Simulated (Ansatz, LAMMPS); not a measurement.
**Forces and charges in amorphous Si0.7Ge0.3 (120 atoms)**

What does DFT give for amorphous Si0.7Ge0.3 (120 atoms) as built?

Program: Ansatz 0.2.0. Level of theory: Kohn-Sham DFT, r2SCAN, PAW (set soft_2), plane waves. Results are calculated unless marked as measured.

### Step 1. The starting structure

The cell holds 120 atoms: 84 Si and 36 Ge. Cell: a = 13.770 Å, b = 13.770 Å, c = 13.770 Å, α = 90.0°, β = 90.0°, γ = 90.0°. 120 atoms (84 Si, 36 Ge) placed at random at 3.16 g/cm³, melted at 3500 K for 10 ps at fixed volume with the Tersoff potential (Tersoff, Phys. Rev. B 39, 5566 (1989)). Quenched from 3500 K to 700 K at 300 K/ps and fixed volume, held 5 ps, then minimised at fixed cell.

Limits known from the start: The quench rate of 300 K/ps is orders of magnitude faster than experiment, which tends to freeze in extra defects. The starting topology of bonds comes from the classical model, and needn't be the one that DFT or experiment would give. Only the Γ point is sampled, in a cell whose shortest periodic width is 14 Å.

### Step 2. The classical run that made the cell

A classical potential supplies the starting structure, since it reaches far longer times than DFT.

This step: classical MD, Tersoff potential (Tersoff, Phys. Rev. B 39, 5566 (1989)) (LAMMPS 22 Jul 2025 - Update 4).

in.lmp reads:

```
# melt-quench of Si84Ge36
units metal
atom_style atomic
boundary p p p
region box block 0 13.7704 0 13.7704 0 13.7704
create_box 2 box
mass 1 28.0850   # Si
mass 2 72.6300   # Ge
create_atoms 1 random 84 413304 NULL overlap 2.01 maxtry 2000
create_atoms 2 random 36 413311 NULL overlap 2.01 maxtry 2000
pair_style tersoff
pair_coeff * * SiCGe.tersoff Si(D) Ge
neigh_modify delay 0 every 1 check yes
thermo_style custom step time temp pe press density
thermo_modify norm yes
timestep 0.001
thermo 100
min_style cg
minimize 1e-4 1e-4 200 2000
reset_timestep 0
velocity all create 3500 413305 mom yes dist gaussian
fix lim all nve/limit 0.05
fix lan all langevin 3500 3500 0.1 413306 zero yes
thermo 500
run 1000 post no
unfix lim
unfix lan
thermo 1666
fix md all nvt temp 3500 3500 0.1
run 10000 post no
unfix md
thermo 933
fix md all nvt temp 3500 700 0.1
run 9333 post no
unfix md
thermo 2500
fix md all nvt temp 700 700 0.1
run 5000 post no
unfix md
thermo 100
min_style cg
minimize 0 1e-3 2000 20000
write_dump all custom glass.dump id type xs ys zs modify sort id
```

Command:

```sh
> lmp -in in.lmp -log none -nocite
```

What it wrote:

```text
LAMMPS (22 Jul 2025 - Update 4)
Created orthogonal box = (0 0 0) to (13.7704 13.7704 13.7704)
Created 84 atoms
Created 36 atoms
   Step          Time           Temp          PotEng         Press         Density
         0   0              0             -2.2179319      66762.082      3.1630019
        36   0.036          0             -3.4428148      18451.557      3.1630019
Loop time of 0.0100861 s on 1 MPI rank(s) for 36 steps with 120 atoms
Minimization stats:
  Stopping criterion = energy tolerance
  Energy initial, next-to-last, final =
     -2.21793193602394  -3.44269067011177  -3.44281475388658
  Force two-norm initial, final = 89.920569 3.6033347
  Iterations, force evaluations = 36 50
   Step          Time           Temp          PotEng         Press         Density
         0   0              3500          -3.4428148      40473.675      3.1630019
       500   0.5            3962.8752     -3.3113069      8081.2453      3.1630019
      1000   1              3565.8406     -3.3868001      9771.2145      3.1630019
Loop time of 0.223062 s on 1 MPI rank(s) for 1000 steps with 120 atoms
   Step          Time           Temp          PotEng         Press         Density
      1000   1              3565.8406     -3.3868001      9771.2145      3.1630019
      1666   1.666          3276.6453     -3.3506492      26005.048      3.1630019
      3332   3.332          3223.8146     -3.4392167      21327.484      3.1630019
      4998   4.998          4079.4739     -3.3342237     -27292.178      3.1630019
      6664   6.664          3512.201      -3.4620368      1908.9475      3.1630019
      8330   8.33           4098.2584     -3.3160975     -2381.9927      3.1630019
      9996   9.996          3364.2395     -3.3638937      12706.663      3.1630019
[... 1 line left out ...]
Loop time of 2.09588 s on 1 MPI rank(s) for 10000 steps with 120 atoms
   Step          Time           Temp          PotEng         Press         Density
[... 12 lines left out ...]
Loop time of 1.64792 s on 1 MPI rank(s) for 9333 steps with 120 atoms
   Step          Time           Temp          PotEng         Press         Density
[... 3 lines left out ...]
     25333   25.333         809.42944     -3.8965547     -21456.468      3.1630019
Loop time of 0.707916 s on 1 MPI rank(s) for 5000 steps with 120 atoms
   Step          Time           Temp          PotEng         Press         Density
     25333   25.333         809.42944     -3.8965547     -21456.468      3.1630019
     25400   25.4           809.42944     -3.999288      -21315.906      3.1630019
     25444   25.444         809.42944     -3.9992892     -21309.596      3.1630019
Loop time of 0.0536142 s on 1 MPI rank(s) for 111 steps with 120 atoms
Minimization stats:
  Stopping criterion = force tolerance
  Energy initial, next-to-last, final =
     -3.89655466745937  -3.99928923528782  -3.99928923534175
  Force two-norm initial, final = 19.096051 0.00043972333
  Iterations, force evaluations = 111 375
```

Run time: 4.9 s. Hardware: 1 thread of Intel Xeon 6975P-C (Granite Rapids), shared host; peak memory 0.078 GiB.

### Step 3. Plane-wave single point

One self-consistent run at the given positions yields energy and forces.

input.yaml reads:

```yaml
crystal:
  lattice:
    - [13.7704, 0.0, 0.0]
    - [0.0, 13.7704, 0.0]
    - [0.0, 0.0, 13.7704]
  atoms:
    - { symbol: Si, position: [0.49363, 0.25377, 0.71937] }
    - { symbol: Si, position: [0.18183, 0.13643, 0.06873] }
    - { symbol: Si, position: [0.59476, 0.67715, 0.51638] }
    - { symbol: Si, position: [0.38454, 0.10208, 0.4709] }
    - { symbol: Si, position: [0.24689, 0.00546, 0.82319] }
    - { symbol: Si, position: [0.6384, 0.99754, 0.07663] }
    - { symbol: Si, position: [0.34401, 0.51784, 0.23915] }
    - { symbol: Si, position: [0.48846, 0.22004, 0.54691] }
    - { symbol: Si, position: [0.54078, 0.11918, 0.28175] }
    - { symbol: Si, position: [0.39957, 0.84166, 0.40673] }
    - { symbol: Si, position: [0.52589, 0.55034, 0.62292] }
    - { symbol: Si, position: [0.22756, 0.30636, 0.09255] }
    - { symbol: Si, position: [0.70422, 0.52007, 0.95442] }
    - { symbol: Si, position: [0.83011, 0.04965, 0.61657] }
    - { symbol: Si, position: [0.922, 0.63516, 0.84014] }
    - { symbol: Si, position: [0.62055, 0.98209, 0.55865] }
    - { symbol: Si, position: [0.96798, 0.01387, 0.71907] }
    - { symbol: Si, position: [0.4417, 0.7979, 0.68413] }
    - { symbol: Si, position: [0.72762, 0.75532, 0.12588] }
    - { symbol: Si, position: [0.82184, 0.38604, 0.69334] }
    - { symbol: Si, position: [0.1966, 0.19678, 0.64816] }
    - { symbol: Si, position: [0.50501, 0.9852, 0.4163] }
    - { symbol: Si, position: [0.00293, 0.48109, 0.03582] }
    - { symbol: Si, position: [0.45564, 0.56001, 0.36084] }
    - { symbol: Si, position: [0.84192, 0.02433, 0.84881] }
    - { symbol: Si, position: [0.70161, 0.98416, 0.72791] }
    - { symbol: Si, position: [0.57645, 0.88544, 0.96687] }
    - { symbol: Si, position: [0.00061, 0.78636, 0.84645] }
    - { symbol: Si, position: [0.44182, 0.48456, 0.8525] }
    - { symbol: Si, position: [0.02698, 0.20427, 0.01951] }
    - { symbol: Si, position: [0.35722, 0.92835, 0.12185] }
    - { symbol: Si, position: [0.4134, 0.93192, 0.79034] }
    - { symbol: Si, position: [0.5542, 0.17526, 0.86893] }
    - { symbol: Si, position: [0.63917, 0.6469, 0.85792] }
    - { symbol: Si, position: [0.1915, 0.61305, 0.68642] }
    - { symbol: Si, position: [0.75356, 0.63669, 0.48147] }
    - { symbol: Si, position: [0.98902, 0.49135, 0.43045] }
    - { symbol: Si, position: [0.42365, 0.3441, 0.44444] }
    - { symbol: Si, position: [0.22954, 0.62744, 0.95069] }
    - { symbol: Si, position: [0.40628, 0.32531, 0.10583] }
    - { symbol: Si, position: [0.7838, 0.22025, 0.64007] }
    - { symbol: Si, position: [0.55847, 0.41386, 0.74338] }
    - { symbol: Si, position: [0.48066, 0.64043, 0.77049] }
    - { symbol: Si, position: [0.72521, 0.91242, 0.19505] }
    - { symbol: Si, position: [0.70766, 0.39723, 0.82975] }
    - { symbol: Si, position: [0.04345, 0.53992, 0.75482] }
    - { symbol: Si, position: [0.04864, 0.86462, 0.69717] }
    - { symbol: Si, position: [0.70154, 0.25428, 0.93359] }
    - { symbol: Si, position: [0.302, 0.40899, 0.79152] }
    - { symbol: Si, position: [0.70822, 0.10998, 0.36534] }
    - { symbol: Si, position: [0.70493, 0.77612, 0.95507] }
    - { symbol: Si, position: [0.80059, 0.54555, 0.62181] }
    - { symbol: Si, position: [0.99712, 0.37621, 0.71497] }
    - { symbol: Si, position: [0.15005, 0.36272, 0.25272] }
    - { symbol: Si, position: [0.02328, 0.58386, 0.17037] }
    - { symbol: Si, position: [0.85448, 0.78334, 0.45572] }
    - { symbol: Si, position: [0.30815, 0.6702, 0.8057] }
    - { symbol: Si, position: [0.31586, 0.81456, 0.56168] }
    - { symbol: Si, position: [0.45281, 0.78474, 0.05604] }
    - { symbol: Si, position: [0.10253, 0.11123, 0.76448] }
    - { symbol: Si, position: [0.77547, 0.65042, 0.75179] }
    - { symbol: Si, position: [0.29305, 0.85244, 0.27312] }
    - { symbol: Si, position: [0.48593, 0.05405, 0.12466] }
    - { symbol: Si, position: [0.02154, 0.89325, 0.21294] }
    - { symbol: Si, position: [0.8578, 0.16351, 0.29021] }
    - { symbol: Si, position: [0.74716, 0.09514, 0.99065] }
    - { symbol: Si, position: [0.4022, 0.49458, 0.5184] }
    - { symbol: Si, position: [0.36506, 0.15631, 0.30491] }
    - { symbol: Si, position: [0.74426, 0.81274, 0.70642] }
    - { symbol: Si, position: [0.73801, 0.52488, 0.35516] }
    - { symbol: Si, position: [0.21317, 0.92637, 0.65858] }
    - { symbol: Si, position: [0.5634, 0.00358, 0.83496] }
    - { symbol: Si, position: [0.59592, 0.81669, 0.61361] }
    - { symbol: Si, position: [0.22628, 0.91483, 0.97926] }
    - { symbol: Si, position: [0.84823, 0.32024, 0.20523] }
    - { symbol: Si, position: [0.07219, 0.3404, 0.4164] }
    - { symbol: Si, position: [0.85676, 0.65333, 0.17848] }
    - { symbol: Si, position: [0.10758, 0.05229, 0.42528] }
    [... 36 atom lines left out ...]
    - { symbol: Ge, position: [0.22977, 0.0641, 0.5456] }
    - { symbol: Ge, position: [0.88747, 0.486, 0.27933] }
    - { symbol: Ge, position: [0.63955, 0.88039, 0.34752] }
    - { symbol: Ge, position: [0.6531, 0.1597, 0.53011] }
    - { symbol: Ge, position: [0.02581, 0.25022, 0.84462] }
    - { symbol: Ge, position: [0.00672, 0.33567, 0.1298] }
kpoints:
  mp_grid: { grid: [1, 1, 1] }
hamiltonian:
  xc: r2scan
scf:
  occupations: { method: gaussian, width: 0.025 }
output:
  forces: true
  stress: true
  populations: true
  dos:
    method: { smearing: { sigma: 0.08 } }
    de: 0.1
    projected: { site_lists: { Ge: [Ge], Si: [Si] } }
  eigenvalues: true
  write_density: true
  write_potential: true
  volumetric_format: npy
```

Command:

```sh
> ansatz run input.yaml --threads 8 --pin off --max-ram 15872MiB --backend cpu --events-out ev --progress --plain --runs-dir out
```

What it wrote:

```text
Engine: ansatz 0.2.0, x86_64-unknown-linux-gnu
Pseudopotentials: kind: paw
Pseudopotential: Si, paw, valence charge 4, recommended cutoff 500 eV (meta_gga), Si.paw.azcp
Pseudopotential: Ge, paw, valence charge 14, recommended cutoff 500 eV (meta_gga), Ge.paw.azcp
[... 6 lines on functional and potentials left out ...]
Crystal: 120 atoms, lattice volume = 2611.197 Å³
Basis set: ecut = 500 eV, 66539 PW (Γ), exchange–correlation on 432×432×432 points (64 copies of the dense FFT grid, shifted against one another)
Bands: 540, of which v1, the nominal top of the filled ones, is band 420 counted from 1 (419 counted from 0)
Symmetry: 1 space group operations
Space group: P1 (ITA 1), of the structure as read, at distance tolerance 1.4e-4 Å
k-points: 1
[... 7 lines on functional and potentials left out ...]
Initial density: superposition of atomic densities (neutral atoms: chi_scale 0, normalization atom), corrected by the library's trained network
Initial wavefunctions: pseudopotential atomic-orbital guess
Functional: x = r2scan, c = r2scan; τ floored in thin density (d = 2e-4 eV/Å³)
SCF iter   1: F=—  HF=-208533.562763 eV  |F-HF|=—  |Δ(HF+E_count)|=         —  Δρ=6.59e-3  dr2=2.52e0  dr2_τ=3.98e-1  ethr=1.77e-3  ⟨swp⟩=6.0  Hψ=2189  notcnv=0  defer=31
preconditioner: auto → LDOS  [insulator: Δε(μ)=0.039 eV  Ē_g=7.887 eV  σ=0.025 eV  W_gap=0.73  n_scr=484 (ndim 8)  ℏωp=15.9 eV  f_vac=0.021  D(μ)=50.29/eV (n_scr^D=256)  ε∞_Penn≈5.1  β→1.0]
SCF iter   2: F=—  HF=-208534.388754 eV  |F-HF|=—  |Δ(HF+E_count)|=   8.26e-1  Δρ=3.75e-3  dr2=5.50e-1  dr2_τ=4.09e-3  ethr=3.00e-4  ⟨swp⟩=3.0  Hψ=1065  notcnv=0  defer=107
SCF iter   3: F=—  HF=-208534.120413 eV  |F-HF|=—  |Δ(HF+E_count)|=   2.68e-1  Δρ=1.30e-3  dr2=8.38e-2  dr2_τ=3.81e-4  ethr=6.55e-5  ⟨swp⟩=3.0  Hψ=877  notcnv=0  defer=107
SCF iter   4: F=—  HF=-208534.097795 eV  |F-HF|=—  |Δ(HF+E_count)|=   2.26e-2  Δρ=3.62e-4  dr2=1.41e-2  dr2_τ=2.84e-5  ethr=9.98e-6  ⟨swp⟩=2.0  Hψ=853  notcnv=0  defer=107
SCF iter   5: F=—  HF=-208534.097198 eV  |F-HF|=—  |Δ(HF+E_count)|=   5.97e-4  Δρ=1.52e-4  dr2=2.41e-3  dr2_τ=5.32e-6  ethr=1.68e-6  ⟨swp⟩=2.0  Hψ=553  notcnv=0  defer=107
SCF iter   6: F=—  HF=-208534.097032 eV  |F-HF|=—  |Δ(HF+E_count)|=   1.67e-4  Δρ=6.90e-5  dr2=5.77e-4  dr2_τ=1.10e-6  ethr=2.87e-7  ⟨swp⟩=2.0  Hψ=816  notcnv=0  defer=107
SCF iter   7: F=—  HF=-208534.096941 eV  |F-HF|=—  |Δ(HF+E_count)|=   9.10e-5  Δρ=3.38e-5  dr2=1.16e-4  dr2_τ=2.48e-7  ethr=6.87e-8  ⟨swp⟩=2.0  Hψ=775  notcnv=0  defer=107
SCF iter   8: F=—  HF=-208534.096910 eV  |F-HF|=—  |Δ(HF+E_count)|=   3.08e-5  Δρ=1.52e-5  dr2=1.94e-5  dr2_τ=5.58e-8  ethr=1.38e-8  ⟨swp⟩=2.0  Hψ=832  notcnv=0  defer=107
SCF iter   9: F=—  HF=-208534.098378 eV  |F-HF|=—  |Δ(HF+E_count)|=   1.47e-3  Δρ=5.77e-6  dr2=2.76e-6  dr2_τ=8.46e-9  ethr=2.30e-9  ⟨swp⟩=2.0  Hψ=925  notcnv=0  defer=107
SCF iter  10: F=—  HF=-208534.098378 eV  |F-HF|=—  |Δ(HF+E_count)|=   7.18e-8  Δρ=2.58e-6  dr2=4.61e-7  dr2_τ=1.55e-9  ethr=3.29e-10  ⟨swp⟩=2.0  Hψ=819  notcnv=0  defer=107
SCF iter  11: F=—  HF=-208534.098378 eV  |F-HF|=—  |Δ(HF+E_count)|=   2.99e-8  Δρ=1.22e-6  dr2=1.16e-7  dr2_τ=3.96e-10  ethr=1.19e-11  ⟨swp⟩=17.0  Hψ=4349  notcnv=0
SCF iter  12: F=-208534.098378 eV  HF=-208534.098378 eV  |F-HF|=2.10e-8  |Δ(HF+E_count)|=   1.04e-8  Δρ=5.98e-7  dr2=2.79e-8  dr2_τ=7.54e-11  ethr=1.19e-11  ⟨swp⟩=8.0  Hψ=3050  notcnv=0
SCF 1 converged in 12 iterations: F = -208534.098378 eV  dr2 = 2.79e-8
  greatest PAW one-centre occupation: 0.998 electrons in one spin orbital (limit 2), on the Ge atom at site 84 (counted from 0), in its partial waves of l = 2
SCF converged after 12 iterations
Free energy (F): -208534.098378 eV
Harris-Foulkes:  -208534.098378 eV  (|F-HF|=2.10e-8)
Internal energy: -208534.077783 eV  (E = F + TS)
E sigma→0 (E₀):  -208534.088080 eV
Entropy (-TS):   -0.020595 eV (-0.172 meV/atom)
Fermi energy:    6.598036 eV
--- Per-component energies (eV) ---
  E_band       = -6174.838306
  E_kinetic    = 7281.059702
  E_local      = -118854.844254  (includes V_loc(G=0)·N_el)
  E_nonlocal   = 17154.694615
  E_hartree    = 53169.642390
  E_xc         = -6762.361396
  E_vxc        = -6561.215287  (∫ρ·V_xc dr)
  E_paw        = -116805.168137  (= ΣΔE_a)
  E_vpaw       = -11838.716111  (= ΣTr[D̂ρ^β])
  E_aug_tail   = 0.000957  (compensation charges beyond the density's cutoff)
  E_vtau       = 304.908113  (kinetic-family band-sum trace: ∫τ·v_τ [+ j·A + Jᵃ·Aᵃ] dr)
  E_ewald      = -43671.593721
  E_core_change = -45.507938  (= ΣΔE_core)
  E_smearing   = -0.020595  (= −TS)
  E_closure    = 0.000000  (closes the sum)
  Σ components = -208534.098378   (vs F -208534.098378, Δ=0.00e0)
--- Forces (eV/Å), atoms counted from 1 ---
  atom   1  Si     0.08235167    -0.16142838     0.14670036
  atom   2  Si     0.00031366     0.56096050    -0.50815455
  atom   3  Si    -0.10994834     0.00482574    -0.04725035
  atom   4  Si     0.17699046    -0.04067340    -0.52813292
  atom   5  Si    -0.31198916    -0.42055745    -0.06907083
  atom   6  Si    -0.23495885    -0.19077533     0.20351598
  atom   7  Si    -0.46758252     0.07463421    -0.07041528
  atom   8  Si    -0.33222182     0.09534570    -0.31534730
  atom   9  Si    -0.57137084     0.28617889    -0.27426294
  atom  10  Si     0.49005101     0.04116968     0.17435342
  atom  11  Si     0.10946751     0.03236733     0.54486146
  atom  12  Si    -0.01933572    -0.12730254    -0.02023736
  atom  13  Si    -0.29073935     0.12739641     0.15191960
  atom  14  Si     0.42909783     0.12744798    -0.09597981
[...]
atom 119  Ge     0.08550800    -0.11073406     0.07693179
  atom 120  Ge    -0.15887227    -0.02600912     0.05918657
  max |Σ_I F_I| component: 2.26e-5 eV/Å
--- Stress (GPa, compression-positive) ---
       -2.815399      -0.442272      -0.994793
       -0.442272      -2.062054       0.340239
       -0.994793       0.340239      -3.358308
  P = ⅓ Tr σ = -2.7453 GPa (-27.453 kbar)
--- Band table (eV) ---
  k-point 0: bands = ["-18.9008", "-18.8963", "-18.8849", "-18.8576", [... 524 levels ...], "10.4485", "10.5155", "10.5170", "10.5562", "10.5631", "10.5995", "10.6464", "10.6817", "10.6898", "10.7101", "10.7647", "10.7729"]
--- Löwdin populations: 120 sites ---
  site symbol       q [e]
     0     Si      3.9292
     1     Si      3.9882
     2     Si      3.9548
[...]
119     Ge     14.0594
  spilling = 0.006252 (of n_electrons = 840.000000)
```

Wall time 56 s (8 threads of Intel Xeon 6975P-C (Granite Rapids), shared host); peak memory 8.2 GiB.

Read from the output:

| Property | Result |
| --- | --- |
| free energy | -208534.0984 eV |
| free energy per atom | -1737.7842 eV/atom |
| SCF cycles | 12 |
| pressure | -2.745 GPa |
| r.m.s. force component | 0.2793 eV/Å |
| longest force | 1.021 eV/Å |
| Fermi energy | 6.598 eV |
| levels partly filled by over 2 per cent | 2 |
| spilling of the projection | 0.006252 |

Neighbours are counted within 2.88 Å (Si-Si), 2.88 Å (Si-Ge), 2.93 Å (Ge-Ge).

Length of the force by element and coordination:

```
element  coordination  atoms  mean length of the force (eV/Å)  spread   least   most
     Ge           all     36                            0.462   0.218  0.0801  0.942
     Ge             3      1                            0.557       0   0.557  0.557
     Ge             4     26                            0.420   0.200  0.0801  0.942
     Ge             5      9                            0.573   0.237   0.160  0.918
     Si           all     84                            0.430   0.193   0.120   1.02
     Si             3      3                            0.618   0.162   0.429  0.826
     Si             4     61                            0.394   0.181   0.120   1.02
     Si             5     19                            0.527   0.184   0.195  0.909
     Si             6      1                            0.237       0   0.237  0.237
```

Löwdin charges by element and coordination (they lack the spilled electrons, 0.044 e an atom on average):

```
element  coordination  atoms  mean charge (e)  spread    least     most
     Ge           all     36          -0.0177  0.0364  -0.0848    0.067
     Ge             3      1          -0.0848       0  -0.0848  -0.0848
     Ge             4     26          -0.0086   0.034  -0.0665    0.067
     Ge             5      9          -0.0364  0.0298   -0.074   0.0107
     Si           all     84           0.0701  0.0398  -0.0752    0.180
     Si             3      3           0.0689  0.0409   0.0345    0.126
     Si             4     61           0.0759  0.0391  -0.0752    0.180
     Si             5     19           0.0544  0.0368  -0.0052    0.168
     Si             6      1           0.0198       0   0.0198   0.0198
```

Density of states as counts of states in windows of 1 eV (from the Fermi level), total and the larger projections:

```
from (eV)  to (eV)  total  Si p  Ge p  Si s  Ge s
      -18      -14    0.0   0.0   0.0   0.0   0.0
      -14      -13    1.8   0.1   0.0   1.0   0.6
      -13      -12   12.2   2.0   0.9   5.6   3.6
      -12      -11   26.3   5.6   2.3  11.7   6.6
      -11      -10   26.2   6.0   2.5  10.6   7.0
      -10       -9   41.5  10.2   4.2  18.3   8.6
       -9       -8   28.7   8.1   3.3  11.9   5.3
       -8       -7   29.4   9.5   3.6  11.1   4.9
       -7       -6   30.4  11.4   4.4  10.5   3.8
       -6       -5   30.2  13.4   5.5   8.2   2.8
       -5       -4   41.8  25.2  10.0   4.6   1.6
       -4       -3   58.5  37.7  15.0   3.8   1.5
       -3       -2   63.4  40.7  17.3   3.2   1.5
       -2       -1   52.6  32.8  14.9   2.6   1.3
       -1        0   34.7  19.2   9.5   3.3   1.6
        0        1   38.0  20.0   8.9   4.7   2.3
        1        2   51.6  24.6  10.2   8.3   3.6
        2        3   61.4  28.1  13.0   8.6   3.2
```

The curve was stored every 0.10 eV, coarse against its broadening of 0.08 eV, so these counts are rough.

Between -26 and -18 eV lie 360 more states.

The levels nearest the highest filled one (over half full), pooled over k-points and spins:

```
level less the highest filled one (eV)  occupation
                                -0.277           2
                                -0.232           2
                                -0.210           2
                                -0.185           2
                                -0.024        1.98
                                     0        1.63
                                0.0308       0.394
                                0.0679       0.003
                                 0.117           0
                                 0.221           0
                                 0.269           0
                                 0.291           0
```

(Part 1 of 2 ends here.)

[Logs are printed without paths, hosts, clocks, repeated set-up lines and the standing remarks that a program may print on its own settings, such as how far it seeks lower states.]

[Hosts, paths, dates, database ids (printed as entryN), source tags and the programs' standing remarks are cut or masked in the printed files.]
